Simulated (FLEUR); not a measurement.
# Collinear magnetic orders of free Fe(110) film, 1 layer with FLEUR

Wanted: the moments of free Fe(110) film, 1 layer and the energy of each order that was tried.

Program: FLEUR MaX-R8.1. Level of theory: LDA (VWN); all-electron FLAPW film, Dirac cores, scalar-relativistic bands. Results are calculated unless marked as measured.

## (1) The starting structure

The cell holds 1 atom: 1 Fe. Its edges and angles: a = 2.482 Å, b = 2.482 Å, c = 14.000 Å, α = 90.0°, β = 90.0°, γ = 109.5°. Layers at typed spacings, unrelaxed. Vacuum lies along c.

## (2) Order 1, typed as ferro +

The parallel start is the test of whether parallel moments hold.

inpgen writes inp.xml from crystal.txt; cutoffs, mixing, functional, smearing and local orbitals are then set in the file. The k list default-1 (kpts.xml, not shown) is a Γ-centred 16×16×1 mesh; where the ranks do not divide the number of points, some are split in two of half the weight.

Contents of inp.xml:

```
<?xml version="1.0" encoding="UTF-8" standalone="no"?>
<fleurInput fleurInputVersion="0.39">
   <comment>
      Fe
   </comment>
   <calculationSetup>
      <cutoffs Kmax="3.68" Gmax="11.0" GmaxXC="11.0" numbands="0"/>
      <scfLoop itmax="120" minDistance="0.00002" maxIterBroyd="15" imix="Anderson" alpha="0.03" precondParam="0.0" spinf="2.0" sdNocoIR="T"/>
      <coreElectrons ctail="T" frcor="F" kcrel="1" coretail_lmax="0"/>
      <xcFunctional name="vwn" relativisticCorrections="F"/>
      <magnetism jspins="2"/>
      <soc l_soc="F" theta="0.0" phi="0.0" spav="F"/>
      <expertModes spex="0" secvar="F"/>
      <geometryOptimization l_f="F" forcealpha="1.0" forcemix="BFGS" epsdisp="0.00001" epsforce="0.00001"/>
      <ldaU l_linMix="F" mixParam="0.05" spinf="1.0"/>
   </calculationSetup>
   <cell>
      <bzIntegration valenceElectrons="16.0" mode="hist" fermiSmearingEnergy="0.00183747">
         <kPointListSelection listName="default-1"/>
         <xi:include xmlns:xi="http://www.w3.org/2001/XInclude" href="kpts.xml"> </xi:include>
      </bzIntegration>
      <xi:include xmlns:xi="http://www.w3.org/2001/XInclude" href="sym.xml"> </xi:include>
      <filmLattice scale="1.0" dVac="5.26" dTilda="7.76">
         <bravaisMatrixFilm>
            <row-1>    2.7079775365518000    -3.8296584928783730</row-1>
            <row-2>    2.7079775365518000     3.8296584928783730</row-2>
         </bravaisMatrixFilm>
         <vacuumEnergyParameters vacuum="1" spinUp="-.25" spinDown="-.25"/>
      </filmLattice>
   </cell>
   <atomSpecies>
      <species name="Iron (Fe) 2.800" element="Fe" atomicNumber="26">
         <mtSphere radius="2.23" gridPoints="737" logIncrement="0.016"/>
         <atomicCutoffs lmax="8" lnonsphr="6"/>
         <electronConfig flipSpins="F">
            <coreConfig>(1s1/2) (2s1/2) (2p1/2) (2p3/2)</coreConfig>
            <valenceConfig>(3s1/2) (3p1/2) (3p3/2) (4s1/2) (3d3/2) (3d5/2)</valenceConfig>
            <stateOccupation state="(3d3/2)" spinUp="1.4" spinDown="1.0"/>
            <stateOccupation state="(3d5/2)" spinUp="3.0" spinDown="0.6"/>
         </electronConfig>
         <energyParameters s="4" p="4" d="3" f="4"/>
         <lo type="SCLO" l="0" n="3" eDeriv="0"/>
         <lo type="SCLO" l="1" n="3" eDeriv="0"/>
      </species>
   </atomSpecies>
   <atomGroups>
      <atomGroup species="Iron (Fe) 2.800">
         <filmPos label="                   1">.0000000000 .0000000000 .0000000000</filmPos>
         <force calculate="T" relaxXYZ="TTT"/>
      </atomGroup>
   </atomGroups>
   <output dos="F" band="F" slice="F">
      <bandDOS minEnergy="-.5*Htr" maxEnergy="0.5*Htr" sigma="0.015" storeEVData="T"/>
      <plotting iplot="0" polar="F">
         <plot TwoD="T" vec1="  1.0  0.0  0.0" vec2="  0.0  1.0  0.0" vec3="  0.0  0.0  1.0" zero="  0.0  0.0 -0.5" file="plot"/>
      </plotting>
      <moessbauerParams electricFieldGradient="F" isomerShift="T" coreHyperfine="T" valenceHyperfine="T"/>
   </output>
</fleurInput>
```

Contents of crystal.txt:

```
Fe
&input film=T cartesian=F /
1.43300000000  -2.02656800000  0.00000000000
1.43300000000  2.02656800000  0.00000000000
0.00000000000  0.00000000000  1.00000000000
1.8897261246
1.0 1.0 1.0

1
26 0.00000000000  0.00000000000  0.00000000000 : 2.800

&kpt div1=16 div2=16 div3=1 gamma=T /
```

Command:

```
OMP_NUM_THREADS=1 inpgen -f crystal.txt > inpgen.log  # inp.xml is then edited as shown
OMP_NUM_THREADS=1 mpirun -n 4 fleur_MPI > fleur.log
```

What it wrote:

```text
Welcome to FLEUR        (www.flapw.de)
      MaX-Release 8.1          (www.max-centre.eu)

 ========== k-point set info ==========
 Selected k-point list: default-1
 k-point list type: mesh
 0 x 0 x 0
 Number of k points: 76

 ------------Calculation Setup---------------------------
 Number of MPI-tasks      :            4
 Number of PE/node        :            4
 Number of OMP-threads    :            1
 k-points in parallel     :            4
 pe's per k-point         :            1
 No of k-point loops      :           19
 Eigenvalue solver        :       lapack
 Number of basis functions:          153
 Approximate size of matrices (H+S) per k-point:         0.000 GB
 --------------------------------------------------------
 [... lines of the core solver left out ...]
 Iteration:     1   Distance:      13.68967718 me/bohr^3
 Iteration:     2   Distance:      12.49194536 me/bohr^3
 Iteration:     3   Distance:       8.33838256 me/bohr^3
 Iteration:     4   Distance:       7.20733306 me/bohr^3
 Iteration:     5   Distance:       2.33802166 me/bohr^3
 Iteration:     6   Distance:       2.26136262 me/bohr^3
 Iteration:     7   Distance:       0.87417984 me/bohr^3
 Iteration:     8   Distance:       0.77622016 me/bohr^3
 Iteration:     9   Distance:       0.16848374 me/bohr^3
 Iteration:    10   Distance:       0.13732512 me/bohr^3
 Iteration:    11   Distance:       0.14788837 me/bohr^3
 Iteration:    12   Distance:       0.02987596 me/bohr^3
 Iteration:    13   Distance:       0.02781670 me/bohr^3
 Iteration:    14   Distance:       0.01015521 me/bohr^3
 Iteration:    15   Distance:       0.00282283 me/bohr^3
 Iteration:    16   Distance:       0.00273277 me/bohr^3
 Iteration:    17   Distance:       0.00144255 me/bohr^3
 Iteration:    18   Distance:       0.00083581 me/bohr^3
 Iteration:    19   Distance:       0.00022183 me/bohr^3
 Iteration:    20   Distance:       0.00028140 me/bohr^3
 Iteration:    21   Distance:       0.00013866 me/bohr^3
 Iteration:    22   Distance:       0.00002276 me/bohr^3
 Iteration:    23   Distance:       0.00001041 me/bohr^3

 ********************************************************************
 Run finished successfully
 Stop message:
   all done
 ********************************************************************

--- out.xml (last complete iteration) ---
<iteration numberForCurrentRun="   23" overallNumber="   23">
         <energyParameters units="Htr">
            <atomicEP atomType="1" spin="1" branch="4s" branchLowest="-3.38" branchHighest="1.51" value="-0.3136056320"/>
            <atomicEP atomType="1" spin="1" branch="4p" branchLowest="-2.13" branchHighest="2.10" value="-0.1786918094"/>
            <atomicEP atomType="1" spin="1" branch="3d" branchLowest="-9.99" branchHighest="-0.12" value="-0.2617978561"/>
            <atomicEP atomType="1" spin="1" branch="4f" branchLowest="-9.99" branchHighest="3.12" value="0.1357337653"/>
            <loAtomicEP atomType="1" spin="1" branch="3s" branchLowest="-29.98" branchHighest="-3.38" value="-3.3928013101"/>
            <loAtomicEP atomType="1" spin="1" branch="3p" branchLowest="-25.56" branchHighest="-2.13" value="-2.1599417348"/>
            <vacuumEP vacuum="1" spin="1" vzIR="-0.2858847839" vzInf="-0.0000234857" value="-0.2500234857"/>
            <atomicEP atomType="1" spin="2" branch="4s" branchLowest="-3.27" branchHighest="1.59" value="-0.2864367306"/>
            <atomicEP atomType="1" spin="2" branch="4p" branchLowest="-2.02" branchHighest="2.17" value="-0.1547870412"/>
            <atomicEP atomType="1" spin="2" branch="3d" branchLowest="-9.99" branchHighest="-0.01" value="-0.1767430299"/>
            <atomicEP atomType="1" spin="2" branch="4f" branchLowest="-9.99" branchHighest="3.20" value="0.1570101185"/>
            <loAtomicEP atomType="1" spin="2" branch="3s" branchLowest="-29.92" branchHighest="-3.27" value="-3.2813332831"/>
            <loAtomicEP atomType="1" spin="2" branch="3p" branchLowest="-25.52" branchHighest="-2.02" value="-2.0516846198"/>
            <vacuumEP vacuum="1" spin="2" vzIR="-0.2779026837" vzInf="-0.0000234857" value="-0.2500234857"/>
         </energyParameters>
         <bandgap value="0.0076169468" units="eV"/>
         <sumValenceSingleParticleEnergies value="-21.2810990856" units="Htr"/>
         <FermiEnergy value="-0.1785923110" units="Htr"/>
         <valenceDensity>
            <mtCharges spin="1">
               <mtCharge atomType="1" total="8.6512466" s="1.1833753" p="3.0792075" d="4.3815479" f="0.0053945"/>
            </mtCharges>
            <mtCharges spin="2">
               <mtCharge atomType="1" total="5.8531170" s="1.1663171" p="3.0736170" d="1.6089058" f="0.0032197"/>
            </mtCharges>
            <spinDependentCharge spin="1" total="9.4372604" interstitial="0.6687740" mtSpheres="8.6512466" vacuum1="0.0586199"/>
            <spinDependentCharge spin="2" total="6.5627398" interstitial="0.6004761" mtSpheres="5.8531170" vacuum1="0.0545734"/>
            <totalCharge value="16.0000002287"/>
         </valenceDensity>
         <allElectronCharges>
            <spinDependentCharge spin="1" total="14.4372656" interstitial="0.6687740" mtSpheres="13.6512519" vacuum1="0.0586199"/>
            <spinDependentCharge spin="2" total="11.5627346" interstitial="0.6004761" mtSpheres="10.8531117" vacuum1="0.0545734"/>
            <totalCharge value="26.0000002291"/>
         </allElectronCharges>
         <magneticMomentsInMTSpheres units="muBohr">
            <globalMagMoment atomType="1" vec="0.00000   0.00000   2.79814"/>
            <localMagMoment atomType="1" vec="0.00000   0.00000   2.79814"/>
         </magneticMomentsInMTSpheres>
         <moessbauerParams unitsHFF="kG" unitsIS="e/bohr^3" unitsEFG="Htr/bohr^2">
            <coreHyperfineField atomType="1" hffTotal="-639.58749" isTotal="14874.89487">
               <shell n="1" l="0" hff="-22.77924" isomerShift="13593.26349"/>
               <shell n="2" l="0" hff="-618.80597" isomerShift="1274.64043"/>
               <shell n="2" l="1" hff="1.99771" isomerShift="6.99095"/>
            </coreHyperfineField>
            <isomerShift atomType="1" nucleusRadius="0.0000903" averageDensity="15067.56069"/>
         </moessbauerParams>
         <totalEnergy value="    -1270.5082857342" units="Htr">
            <sumOfEigenvalues value="     -747.4219162570">
               <coreElectrons value="-726.1408171715"/>
               <valenceElectrons value="-21.2810990856"/>
            </sumOfEigenvalues>
            <densityCoulombPotentialIntegral value="-1963.6181466101"/>
            <densityEffectivePotentialIntegral value="-2034.5712350833"/>
            <chargeDenXCDenIntegral value="-53.6022997102"/>
            <FockExchangeEnergyValence value="0.0000000000"/>
            <FockExchangeEnergyCore value="0.0000000000"/>
            <atomTypeDependentContributions atomType="1">
               <electronNucleiInteractionDifferentMTs value="1516.2078820585"/>
               <MadelungTerm value="-6.0383494867"/>
            </atomTypeDependentContributions>
            <tkbTimesEntropy value="0.0004751881"/>
            <freeEnergy value="-1270.5087609223"/>
            <extrapolationTo0K value="-1270.5085233282"/>
         </totalEnergy>
         <densityConvergence units="me/bohr^3">
            <chargeDensity spin="1" distance="0.0000044427"/>
            <chargeDensity spin="2" distance="0.0000064814"/>
            <overallChargeDensity distance="0.0000038787"/>
            <spinDensity distance="0.0000104138"/>
         </densityConvergence>
      </iteration>
```

Wall time 20 s (4 MPI ranks of Arm Neoverse N1, shared host); peak memory 0.21 GiB.

Numbers from this step:

```
free energy                                                       : -34572.3046 eV
program's band gap on this mesh (in a metal only a level spacing) : 0.007617 eV
magnetization                                                     : 2.874 μB
final state                                                       : ferromagnetic
largest moment                                                    : 2.798 μB
```

After 23 cycles the largest moment stands at 2.80 μB.

## (3) Order 2, typed as antiferro q=(1/2,1/2,0) +-

Reversing part of the moments tests the sign of the couplings between them.

This order needs a doubled cell of 2 atoms. The mesh is halved along the doubled vector, so that both cells sample the same points. The k list default-1 (kpts.xml, not shown) is a Γ-centred 8×16×1 mesh.

inp.xml, as its differences from that of step 2:

```diff
@@ -17,3 +17,3 @@
    <cell>
-      <bzIntegration valenceElectrons="16.0" mode="hist" fermiSmearingEnergy="0.00183747">
+      <bzIntegration valenceElectrons="32.0" mode="hist" fermiSmearingEnergy="0.00183747">
          <kPointListSelection listName="default-1"/>
@@ -24,4 +24,4 @@
          <bravaisMatrixFilm>
-            <row-1>    2.7079775365518000    -3.8296584928783730</row-1>
-            <row-2>    2.7079775365518000     3.8296584928783730</row-2>
+            <row-1>    5.4159550731035999    -7.6593169857567460</row-1>
+            <row-2>    5.4159550731035999     0.0000000000000000</row-2>
          </bravaisMatrixFilm>
@@ -44,2 +44,15 @@
       </species>
+      <species name="Iron (Fe) -2.800" element="Fe" atomicNumber="26">
+         <mtSphere radius="2.23" gridPoints="737" logIncrement="0.016"/>
+         <atomicCutoffs lmax="8" lnonsphr="6"/>
+         <electronConfig flipSpins="F">
+            <coreConfig>(1s1/2) (2s1/2) (2p1/2) (2p3/2)</coreConfig>
+            <valenceConfig>(3s1/2) (3p1/2) (3p3/2) (4s1/2) (3d3/2) (3d5/2)</valenceConfig>
+            <stateOccupation state="(3d3/2)" spinUp="1.0" spinDown="1.4"/>
+            <stateOccupation state="(3d5/2)" spinUp="0.6" spinDown="3.0"/>
+         </electronConfig>
+         <energyParameters s="4" p="4" d="3" f="4"/>
+         <lo type="SCLO" l="0" n="3" eDeriv="0"/>
+         <lo type="SCLO" l="1" n="3" eDeriv="0"/>
+      </species>
    </atomSpecies>
@@ -48,2 +61,6 @@
          <filmPos label="                   1">.0000000000 .0000000000 .0000000000</filmPos>
+         <force calculate="T" relaxXYZ="TTT"/>
+      </atomGroup>
+      <atomGroup species="Iron (Fe) -2.800">
+         <filmPos label="                   2">1.000/2.000 .0000000000 .0000000000</filmPos>
          <force calculate="T" relaxXYZ="TTT"/>
```

Contents of crystal.txt:

```
Fe
&input film=T cartesian=F /
2.86600000000  -4.05313600000  0.00000000000
2.86600000000  0.00000000000  0.00000000000
0.00000000000  0.00000000000  1.00000000000
1.8897261246
1.0 1.0 1.0

2
26 0.00000000000  0.00000000000  0.00000000000 : 2.800
26 0.50000000000  0.00000000000  0.00000000000 : -2.800

&kpt div1=8 div2=16 div3=1 gamma=T /
```

What it wrote:

```text
[banner, memory and clock lines left out]
Welcome to FLEUR        (www.flapw.de)
      MaX-Release 8.1          (www.max-centre.eu)

 ========== k-point set info ==========
 Selected k-point list: default-1
 k-point list type: mesh
 0 x 0 x 0
 Number of k points: 68

 ------------Calculation Setup---------------------------
 Number of PE/node        :            4
 Number of OMP-threads    :            1
 k-points in parallel     :            4
 pe's per k-point         :            1
 No of k-point loops      :           17
 Eigenvalue solver        :       lapack
 Number of basis functions:          302
 Approximate size of matrices (H+S) per k-point:         0.001 GB
 [... lines of the core solver left out ...]
 Iteration:     1   Distance:      14.02141583 me/bohr^3
 Iteration:     2   Distance:      13.33352029 me/bohr^3
 Iteration:     3   Distance:       8.97314580 me/bohr^3
 Iteration:     4   Distance:       7.58324223 me/bohr^3
 Iteration:     5   Distance:       4.93663866 me/bohr^3
 Iteration:     6   Distance:       4.21061851 me/bohr^3
 Iteration:     7   Distance:       1.54447444 me/bohr^3
 Iteration:     8   Distance:       1.71372422 me/bohr^3
 Iteration:     9   Distance:       0.65270929 me/bohr^3
 Iteration:    10   Distance:       0.65467272 me/bohr^3
 Iteration:    11   Distance:       0.31287860 me/bohr^3
 Iteration:    12   Distance:       0.32056349 me/bohr^3
 Iteration:    13   Distance:       0.04517521 me/bohr^3
 Iteration:    14   Distance:       0.05480775 me/bohr^3
 Iteration:    15   Distance:       0.01474137 me/bohr^3
 Iteration:    16   Distance:       0.01372168 me/bohr^3
 Iteration:    17   Distance:       0.00684280 me/bohr^3
 Iteration:    18   Distance:       0.00374342 me/bohr^3
 Iteration:    19   Distance:       0.00127678 me/bohr^3
 Iteration:    20   Distance:       0.00148196 me/bohr^3
 Iteration:    21   Distance:       0.00035286 me/bohr^3
 Iteration:    22   Distance:       0.00012206 me/bohr^3
 Iteration:    23   Distance:       0.00011938 me/bohr^3
 Iteration:    24   Distance:       0.00005585 me/bohr^3
 Iteration:    25   Distance:       0.00002809 me/bohr^3
 Iteration:    26   Distance:       0.00001542 me/bohr^3

 ********************************************************************
 Run finished successfully
 Stop message:
   all done
 ********************************************************************

--- out.xml (last complete iteration) ---
<iteration numberForCurrentRun="   26" overallNumber="   26">
         [... left out ...]
         <bandgap value="0.0000000000" units="eV"/>
         <sumValenceSingleParticleEnergies value="-43.0274933116" units="Htr"/>
         <FermiEnergy value="-0.1781594571" units="Htr"/>
         <valenceDensity>
            <mtCharges spin="1">
               <mtCharge atomType="1" total="8.5324098" s="1.2009238" p="3.1019939" d="4.2247155" f="0.0037955"/>
               <mtCharge atomType="2" total="5.9458311" s="1.1557818" p="3.0759529" d="1.7071481" f="0.0052791"/>
            </mtCharges>
            <mtCharges spin="2">
               <mtCharge atomType="1" total="5.9458311" s="1.1557818" p="3.0759529" d="1.7071481" f="0.0052791"/>
               <mtCharge atomType="2" total="8.5324098" s="1.2009238" p="3.1019939" d="4.2247155" f="0.0037955"/>
            </mtCharges>
            <spinDependentCharge spin="1" total="16.0000002" interstitial="1.2888861" mtSpheres="14.4782409" vacuum1="0.1164366"/>
            <spinDependentCharge spin="2" total="16.0000002" interstitial="1.2888861" mtSpheres="14.4782409" vacuum1="0.1164366"/>
            <totalCharge value="32.0000004539"/>
         </valenceDensity>
         [... left out ...]
         <magneticMomentsInMTSpheres units="muBohr">
            <globalMagMoment atomType="1" vec="0.00000   0.00000   2.58659"/>
            <localMagMoment atomType="1" vec="0.00000   0.00000   2.58659"/>
            <globalMagMoment atomType="2" vec="0.00000   0.00000  -2.58659"/>
            <localMagMoment atomType="2" vec="0.00000   0.00000  -2.58659"/>
         </magneticMomentsInMTSpheres>
         [... left out ...]
         <totalEnergy value="    -2540.9927305805" units="Htr">
            <sumOfEigenvalues value="    -1495.7122336518">
               <coreElectrons value="-1452.6847403402"/>
               <valenceElectrons value="-43.0274933116"/>
            </sumOfEigenvalues>
            <densityCoulombPotentialIntegral value="-3928.1468043131"/>
            <densityEffectivePotentialIntegral value="-4069.9780493018"/>
            <chargeDenXCDenIntegral value="-107.1485048158"/>
            <FockExchangeEnergyValence value="0.0000000000"/>
            <FockExchangeEnergyCore value="0.0000000000"/>
         [... left out ...]
            <tkbTimesEntropy value="0.0019630669"/>
            <freeEnergy value="-2540.9946936473"/>
            <extrapolationTo0K value="-2540.9937121139"/>
         </totalEnergy>
         <densityConvergence units="me/bohr^3">
            <chargeDensity spin="1" distance="0.0000107777"/>
            <chargeDensity spin="2" distance="0.0000107778"/>
            <overallChargeDensity distance="0.0000154179"/>
            <spinDensity distance="0.0000150642"/>
         </densityConvergence>
      </iteration>
```

Elapsed: 68 s, on 4 MPI ranks; peak memory 0.38 GiB; 4.5 min of CPU time.

This step gave:

```
free energy                                                       : -69143.9881 eV
program's band gap on this mesh (in a metal only a level spacing) : 0 eV
magnetization                                                     : 0 μB
final state                                                       : antiferromagnetic
largest moment                                                    : 2.587 μB
```

It lies 311 meV a seeded atom over the first start, and its largest moment is 2.59 μB against 2.80 μB.

(Continued in part 2 of 2.)

[Logs and program files are shortened in this print: banners, set-up blocks, solver, clock and traceback lines can be left out without a mark of their own.]

[Logs are printed without paths, hosts, clocks, repeated set-up lines and the standing remarks that a program may print on its own settings, such as how far it seeks lower states.]

[Hosts, paths, dates, database ids (printed as entryN), source tags and the programs' standing remarks are cut or masked in the printed files.]

[Where a cell is said to come from a database of computed structures, the database is the Materials Project.]
